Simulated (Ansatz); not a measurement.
G0W0 rungs for SiC (F-43m).

It takes space group F-43m (No. 216, cubic). Conventional cell: a = 4.358 Å, b = 4.358 Å, c = 4.358 Å, α = 90.00°, β = 90.00°, γ = 90.00°. Si has 4 C at 1.89 Å nearest. Nearest to C lie 4 Si at 1.89 Å. Farther neighbours are not listed.

```xyz
2
Lattice="0.0000 2.1790 2.1790 2.1790 0.0000 2.1790 2.1790 2.1790 0.0000" Properties=species:S:1:pos:R:3 pbc="T T T"
Si    0.0000    0.0000    0.0000
C     1.0895    1.0895    1.0895
```

The cell and positions come from the Crystallography Open Database and are kept as given unless a step says otherwise.

Runs so far (Ansatz 0.2.0, start PBE, hard PAW files, 10×10×10 mesh). Times are wall times on 1 × NVIDIA H100 80GB HBM3 (shared by 6 runs) with 3 threads of AMD EPYC 7R13 (Zen 3), shared host, good to a factor of about two.

| bands summed | cutoff (eV) | gap on the mesh (eV) | time |
| --- | --- | --- | --- |
| 90 | 150 | 2.192 | 40 s |
| 189 | 250 | 2.306 | 62 s |
| 352 | 380 | 2.355 | 1.8 min |

Q: What should the next rung give, with 561 bands and screening to 520 eV, and where is the limit?

The error falls about as one over the bands when the cutoff rises with them. A line through the two highest rungs given predicts 2.376 eV; the run gave 2.375 eV, close to it. The two highest rungs put the limit near 2.410 eV, the pair below near 2.411 eV; their difference is a rough measure of what is unsettled in bands and cutoff; the mesh is a separate error.

Gaps are over the mesh's points; an edge off the mesh would be missed. Limits: not at the basis limit.

[Paths, hosts, dates, memory and timing lines, banners, echoed tables and standing remarks are left out of the program output.]

[Logs are printed without paths, hosts, clocks, repeated set-up lines and the standing remarks that a program may print on its own settings, such as how far it seeks lower states.]

[Runs of the session that timed out or met a known fault of the program may be left out.]

[Cells called generated may have been cut or substituted from an entry of the Crystallography Open Database or the Materials Project.]

[Hosts, paths, dates, database ids (printed as entryN), source tags and the programs' standing remarks are cut or masked in the printed files.]
